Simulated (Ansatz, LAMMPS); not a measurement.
**Structural relaxation of glassy 60SiO2-40Na2O (mol %) (195 atoms)**

How does glassy 60SiO2-40Na2O (mol %) (195 atoms) relax, and what do bonds, charges and levels look like afterwards?

Method: Kohn-Sham DFT, PBE, PAW (set soft_2), plane waves, in Ansatz 0.2.0.

## (1) The structure

The cell holds 195 atoms: 39 Si, 52 Na and 104 O. Cell: a = 13.299 Å, b = 13.299 Å, c = 13.299 Å, α = 90.0°, β = 90.0°, γ = 90.0°. 195 atoms (39 Si, 52 Na, 104 O) placed at random at 2.79 g/cm³, melted at 4000 K for 10 ps at fixed volume with the Morse and Coulomb pair potential with partial charges (Pedone, Malavasi, Menziani, Cormack and Segre, J. Phys. Chem. B 110, 11780 (2006)). Quenched from 4000 K to 300 K at 20 K/ps and fixed volume, held 5 ps.

Before any run, some limits are plain. The quench rate of 20 K/ps far exceeds what a furnace or splat quench reaches, so expect more defects and frozen-in strain than in a real sample. The starting topology of bonds comes from the classical model. The Brillouin zone is sampled at Γ only, in a cell whose shortest periodic width is 13 Å.

## (2) Making the structure

A classical potential supplies the starting structure, since it reaches far longer times than DFT.

This step: classical MD, Morse and Coulomb pair potential with partial charges (Pedone, Malavasi, Menziani, Cormack and Segre, J. Phys. Chem. B 110, 11780 (2006)) (LAMMPS 22 Jul 2025 - Update 4).

The input, in.lmp:

```
# melt-quench of Si39Na52O104
units metal
atom_style charge
boundary p p p
region box block 0 13.2989 0 13.2989 0 13.2989
create_box 3 box
mass 1 28.0850   # Si
mass 2 22.9898   # Na
mass 3 15.9990   # O
create_atoms 1 random 39 160387 NULL overlap 1.5 maxtry 2000
create_atoms 2 random 52 160394 NULL overlap 1.5 maxtry 2000
create_atoms 3 random 104 160401 NULL overlap 1.5 maxtry 2000
pair_style hybrid/overlay pedone 5.5 coul/long 8.0
pair_coeff * * coul/long
pair_coeff 1 3 pedone 0.340554 2.006700 2.100000 1   # Si-O
pair_coeff 2 3 pedone 0.023363 1.763867 3.006315 5   # Na-O
pair_coeff 3 3 pedone 0.042395 1.379316 3.618701 22   # O-O
set type 1 charge 2.4
set type 2 charge 0.6
set type 3 charge -1.2
kspace_style pppm 1.0e-4
neigh_modify delay 0 every 1 check yes
thermo_style custom step time temp pe press density
thermo_modify norm yes
timestep 0.002
thermo 100
min_style cg
minimize 1e-4 1e-4 200 2000
reset_timestep 0
velocity all create 4000 160388 mom yes dist gaussian
fix lim all nve/limit 0.05
fix lan all langevin 4000 4000 0.2 160389 zero yes
thermo 500
run 1000 post no
# [... 7 lines left out ...]
fix md all nvt temp 4000 300 0.2
run 92500 post no
unfix md
thermo 1250
fix md all nvt temp 300 300 0.2
run 2500 post no
unfix md
write_dump all custom glass.dump id type xs ys zs modify sort id
```

Launch:

```console
> lmp -in in.lmp -log none -nocite
```

Numbers of over 12 decimals in the logs are rounded to 6 here.

The log of the run:

```text
LAMMPS (22 Jul 2025 - Update 4)
Created orthogonal box = (0 0 0) to (13.2989 13.2989 13.2989)
Created 39 atoms
Created 52 atoms
Created 104 atoms
PPPM initialization ...
  G vector (1/distance) = 0.38463601
  grid = 15 15 15
  estimated relative force accuracy = 4.4817937e-05
   Step          Time           Temp          PotEng         Press         Density
         0   0              0             -0.2453082      741281.81      2.7919865
        96   0.192          0             -12.055651      26756.942      2.7919865
Loop time of 0.160748 s on 1 MPI rank(s) for 96 steps with 195 atoms
Minimization stats:
  Stopping criterion = energy tolerance
[... 17 lines left out ...]
[... 1 line left out ...]
Loop time of 5.21758 s on 1 MPI rank(s) for 5000 steps with 195 atoms
   Step          Time           Temp          PotEng         Press         Density
[... 12 lines left out ...]
Loop time of 92.4142 s on 1 MPI rank(s) for 92500 steps with 195 atoms
   Step          Time           Temp          PotEng         Press         Density
     98500   197            336.93056     -12.139657      23865.779      2.7919865
     98750   197.5          291.50608     -12.142866      17936.671      2.7919865
    100000   200            287.35524     -12.144688      22834.772      2.7919865
    101000   202            283.28003     -12.145545      21938.967      2.7919865
Loop time of 2.31471 s on 1 MPI rank(s) for 2500 steps with 195 atoms
```

It took 1.7 min on 1 thread of Arm Neoverse V1, shared host; peak memory 0.072 GiB.

## (3) Single point at the start

A single point comes first, to see the forces before anything moves.

The input, input.yaml:

```yaml
crystal:
  lattice:
    - [13.2989, 0.0, 0.0]
    - [0.0, 13.2989, 0.0]
    - [0.0, 0.0, 13.2989]
  atoms:
    - { symbol: Si, position: [0.42628, 0.9427, 0.96951] }
    - { symbol: Si, position: [0.84905, 0.56085, 0.33456] }
    - { symbol: Si, position: [0.28891, 0.46726, 0.53254] }
    - { symbol: Si, position: [0.69544, 0.47517, 0.66532] }
    - { symbol: Si, position: [0.54622, 0.04901, 0.48995] }
    - { symbol: Si, position: [0.16636, 0.09682, 0.91874] }
    - { symbol: Si, position: [0.94483, 0.4127, 0.93291] }
    - { symbol: Si, position: [0.62334, 0.84942, 0.89227] }
    - { symbol: Si, position: [0.35339, 0.13441, 0.41071] }
    - { symbol: Si, position: [0.39632, 0.26386, 0.61176] }
    - { symbol: Si, position: [0.89167, 0.45485, 0.52413] }
    - { symbol: Si, position: [0.03312, 0.76877, 0.67097] }
    - { symbol: Si, position: [0.73709, 0.14948, 0.1543] }
    - { symbol: Si, position: [0.14499, 0.36638, 0.37165] }
    - { symbol: Si, position: [0.29008, 0.90725, 0.14933] }
    - { symbol: Si, position: [0.21146, 0.76902, 0.50852] }
    - { symbol: Si, position: [0.11463, 0.13224, 0.38707] }
    - { symbol: Si, position: [0.29267, 0.39059, 0.17116] }
    - { symbol: Si, position: [0.65812, 0.58782, 0.10279] }
    - { symbol: Si, position: [0.62319, 0.48475, 0.30328] }
    - { symbol: Si, position: [0.83544, 0.83422, 0.95951] }
    - { symbol: Si, position: [0.80641, 0.93013, 0.1643] }
    - { symbol: Si, position: [0.44501, 0.5802, 0.02936] }
    - { symbol: Si, position: [0.26633, 0.93657, 0.79578] }
    - { symbol: Si, position: [0.32622, 0.25411, 0.98344] }
    - { symbol: Si, position: [0.93264, 0.77449, 0.28502] }
    - { symbol: Si, position: [0.62468, 0.24107, 0.69576] }
    - { symbol: Si, position: [0.43094, 0.73335, 0.60091] }
    - { symbol: Si, position: [0.50269, 0.36917, 0.93321] }
    - { symbol: Si, position: [0.80926, 0.12253, 0.58216] }
    - { symbol: Si, position: [0.96962, 0.42704, 0.17476] }
    - { symbol: Si, position: [0.16783, 0.39816, 0.86566] }
    [... 157 atom lines left out ...]
    - { symbol: O, position: [0.49166, 0.41446, 0.82983] }
    - { symbol: O, position: [0.51226, 0.81733, 0.19972] }
    - { symbol: O, position: [0.88441, 0.32748, 0.87809] }
    - { symbol: O, position: [0.31277, 0.75711, 0.57151] }
    - { symbol: O, position: [0.25976, 0.33375, 0.91766] }
    - { symbol: O, position: [0.47508, 0.69345, 0.48866] }
kpoints:
  mp_grid: { grid: [1, 1, 1] }
hamiltonian:
  xc: pbe
scf:
  occupations: { method: fixed }
output:
  forces: true
  stress: true
  populations: true
  dos:
    method: { smearing: { sigma: 0.15 } }
    de: 0.1
    projected: { site_lists: { Na: [Na], O: [O], Si: [Si] } }
  eigenvalues: true
```

Launch:

```console
> ansatz run input.yaml --threads 4 --pin off --max-ram 8192MiB --backend cpu --events-out ev --progress --plain --runs-dir out
```

The log of the run:

```text
Engine: ansatz 0.2.0, aarch64-unknown-linux-gnu
Pseudopotentials: kind: paw
Pseudopotential: Si, paw, valence charge 4, recommended cutoff 420 eV (normal), Si.paw.azcp
Pseudopotential: Na, paw, valence charge 9, recommended cutoff 420 eV (normal), Na.paw.azcp
Pseudopotential: O, paw, valence charge 6, recommended cutoff 420 eV (normal), O.paw.azcp
[... 5 lines on functional and potentials left out ...]
Crystal: 195 atoms, lattice volume = 2352.053 Å³
Basis set: ecut = 420 eV, 45961 PW (Γ), exchange–correlation on 180×180×180 points (8 copies of the dense FFT grid, shifted against one another)
Bands: 819, of which v1, the nominal top of the filled ones, is band 624 counted from 1 (623 counted from 0)
Symmetry: 1 space group operations
Space group: P1 (ITA 1), of the structure as read, at distance tolerance 1.3e-4 Å
k-points: 1
[... 7 lines on functional and potentials left out ...]
Initial density: superposition of atomic densities (neutral atoms: chi_scale 0, normalization atom), corrected by the library's trained network
Initial wavefunctions: pseudopotential atomic-orbital guess
Functional: x = pbe(κ = 0.804, μ = 0.219515), c = pbe(β = 0.066725)
SCF iter   1: F=—  HF=-161275.543354 eV  |F-HF|=—  |Δ(HF+E_count)|=         —  Δρ=2.32e-3  dr2=2.70e-1  ethr=1.77e-3  ⟨swp⟩=5.0  Hψ=2745  notcnv=0  defer=193
preconditioner: auto → Resta (q_TF=auto, 2.455 Å⁻¹)  ε∞=2.7  [insulator: Δε(μ)=2.910 eV  Ē_g=19.932 eV  n_scr=586 (ndim 8)  ℏωp=25.9 eV  f_vac=0.089  ε∞_Penn≈2.7]
SCF iter   2: F=—  HF=-161275.463413 eV  |F-HF|=—  |Δ(HF+E_count)|=   7.99e-2  Δρ=1.32e-3  dr2=6.60e-2  ethr=2.16e-5  ⟨swp⟩=2.0  Hψ=1463  notcnv=0  defer=193
SCF iter   3: F=—  HF=-161275.456177 eV  |F-HF|=—  |Δ(HF+E_count)|=   7.24e-3  Δρ=6.63e-4  dr2=1.64e-2  ethr=5.29e-6  ⟨swp⟩=3.0  Hψ=1001  notcnv=0  defer=193
SCF iter   4: F=—  HF=-161275.453657 eV  |F-HF|=—  |Δ(HF+E_count)|=   2.52e-3  Δρ=2.26e-4  dr2=1.41e-3  ethr=1.32e-6  ⟨swp⟩=3.0  Hψ=1001  notcnv=0  defer=193
SCF iter   5: F=—  HF=-161275.453865 eV  |F-HF|=—  |Δ(HF+E_count)|=   2.08e-4  Δρ=1.68e-4  dr2=5.19e-4  ethr=1.13e-7  ⟨swp⟩=2.0  Hψ=1186  notcnv=0  defer=193
SCF iter   6: F=—  HF=-161275.453805 eV  |F-HF|=—  |Δ(HF+E_count)|=   6.00e-5  Δρ=3.65e-5  dr2=2.85e-5  ethr=4.16e-8  ⟨swp⟩=2.0  Hψ=1042  notcnv=0  defer=192
SCF iter   7: F=—  HF=-161275.454364 eV  |F-HF|=—  |Δ(HF+E_count)|=   5.59e-4  Δρ=1.65e-5  dr2=5.44e-6  ethr=2.29e-9  ⟨swp⟩=2.0  Hψ=1443  notcnv=0  defer=191
SCF iter   8: F=—  HF=-161275.454368 eV  |F-HF|=—  |Δ(HF+E_count)|=   3.72e-6  Δρ=7.99e-6  dr2=1.20e-6  ethr=4.36e-10  ⟨swp⟩=2.0  Hψ=1089  notcnv=0  defer=191
SCF iter   9: F=—  HF=-161275.454368 eV  |F-HF|=—  |Δ(HF+E_count)|=   5.11e-7  Δρ=2.88e-6  dr2=1.61e-7  ethr=9.58e-11  ⟨swp⟩=2.0  Hψ=998  notcnv=0  defer=191
SCF iter  10: F=-161275.454368 eV  HF=-161275.454368 eV  |F-HF|=1.24e-8  |Δ(HF+E_count)|=   7.30e-8  Δρ=8.31e-7  dr2=1.65e-8  ethr=8.01e-12  ⟨swp⟩=14.0  Hψ=4601  notcnv=0
SCF 1 converged in 10 iterations: F = -161275.454368 eV  dr2 = 1.65e-8
  greatest PAW one-centre occupation: 1.001 electrons in one spin orbital (limit 2), on the Na atom at site 47 (counted from 0), in its partial waves of l = 1
SCF converged after 10 iterations
Free energy (F): -161275.454368 eV
Harris-Foulkes:  -161275.454368 eV  (|F-HF|=1.24e-8)
Internal energy: -161275.454368 eV  (E = F + TS)
E sigma→0 (E₀):  -161275.454368 eV
Fermi energy:    5.096533 eV
--- Per-component energies (eV) ---
  E_band       = -12192.944342
  E_kinetic    = 26754.101137
  E_local      = -107988.843060  (includes V_loc(G=0)·N_el)
  E_nonlocal   = 11979.528878
  E_hartree    = 38750.082796
  E_xc         = -12032.546785
  E_vxc        = -14456.963773  (∫ρ·V_xc dr)
  E_paw        = -50217.529028  (= ΣΔE_a)
  E_vpaw       = -5981.187645  (= ΣTr[D̂ρ^β])
  E_aug_tail   = 0.263133  (compensation charges beyond the density's cutoff)
  E_ewald      = -68520.511439
  E_smearing   = -0.000000  (= −TS)
  E_closure    = -0.000000  (closes the sum)
  Σ components = -161275.454368   (vs F -161275.454368, Δ=0.00e0)
--- Forces (eV/Å), atoms counted from 1 ---
  atom   1  Si    -0.60700365     0.39429850    -1.95690743
  atom   2  Si    -1.76260318    -0.78602402    -0.46187480
  atom   3  Si     0.91307904    -0.59035818     0.29409457
  atom   4  Si     0.56443607    -0.97489282    -1.69844402
  atom   5  Si    -1.51538199    -2.25636926     1.12772443
  atom   6  Si     1.80891790     4.32892804    -2.44655872
  atom   7  Si     1.07028101    -0.59436315     2.46912561
  atom   8  Si    -0.51134497     3.37857282     0.56443664
  atom   9  Si     0.81696575     1.53928457     0.56355719
  atom  10  Si    -0.53802721     1.85407598     1.98106269
  atom  11  Si    -1.22864074    -0.63212920     1.10043869
  atom  12  Si    -0.58361390     1.57834913    -1.78927743
  atom  13  Si    -1.33798069    -0.27933013     2.39181617
  atom  14  Si     0.99551776     0.32188337    -1.40314244
[...]
atom 194  O      0.00313524     0.04733284     0.21777127
  atom 195  O      0.96894247    -0.06187451     0.13967292
  max |Σ_I F_I| component: 3.99e-4 eV/Å
--- Stress (GPa, compression-positive) ---
       10.900873      -0.042900       1.054668
       -0.042900      11.066490      -0.081761
        1.054667      -0.081761      10.513848
  P = ⅓ Tr σ = 10.8271 GPa (108.271 kbar)
--- Band table (eV) ---
  k-point 0: bands = ["-47.0224", "-46.8068", "-46.7739", "-46.5298", [... 803 levels ...], "15.7440", "15.7525", "15.7840", "15.8128", "15.8512", "15.8689", "15.8979", "15.9196", "15.9236", "15.9486", "15.9708", "15.9817"]
--- Löwdin populations: 195 sites ---
  site symbol       q [e]
     0     Si      2.3263
     1     Si      2.2751
     2     Si      2.3334
[...]
194      O      6.8183
  spilling = 0.008835 (of n_electrons = 1248.000000)
```

The job ended after 1.9 min (4 threads of Arm Neoverse V1, shared host; peak memory 4.3 GiB; 7.4 min of CPU time).

Numbers from this run:

```
free energy                                      : -161275.4544 eV
free energy per atom                             : -827.0536 eV/atom
SCF cycles                                       : 10
pressure                                         : 10.83 GPa
r.m.s. force component                           : 1.345 eV/Å
longest force                                    : 5.392 eV/Å
Fermi energy                                     : 5.097 eV
gap (highest filled to lowest empty level) : 2.729 eV
spilling of the projection                       : 0.008835
```

The r.m.s. force component of 1.3 eV/Å and the pressure of 11 GPa set the starting point.

Neighbours are counted within 2.88 Å (O-Na), 2.12 Å (O-Si).

Length of the force by element and coordination:

| element | coordination | atoms | mean length of the force (eV/Å) | spread | least | most |
| --- | --- | --- | --- | --- | --- | --- |
| Na | all | 52 | 0.922 | 0.398 | 0.130 | 1.87 |
| Na | 4 | 19 | 0.987 | 0.389 | 0.130 | 1.66 |
| Na | 5 | 24 | 0.858 | 0.422 | 0.232 | 1.87 |
| Na | 6 | 7 | 0.924 | 0.234 | 0.599 | 1.28 |
| Na | 7 | 2 | 1.07 | 0.497 | 0.569 | 1.56 |
| O | all | 104 | 2.23 | 1.22 | 0.223 | 5.39 |
| O | 2 | 12 | 1.49 | 0.719 | 0.223 | 2.69 |
| O | 3 | 30 | 1.81 | 0.956 | 0.309 | 5.11 |
| O | 4 | 26 | 2.37 | 0.952 | 0.625 | 4.66 |
| O | 5 | 26 | 2.86 | 1.51 | 0.567 | 5.39 |
| O | 6 | 10 | 2.34 | 1.24 | 0.675 | 4.78 |
| Si | all | 39 | 2.77 | 0.974 | 0.885 | 5.29 |

(Continued in part 2 of 2.)

[Logs are printed without paths, hosts, clocks, repeated set-up lines and the standing remarks that a program may print on its own settings, such as how far it seeks lower states.]

[Hosts, paths, dates, database ids (printed as entryN), source tags and the programs' standing remarks are cut or masked in the printed files.]
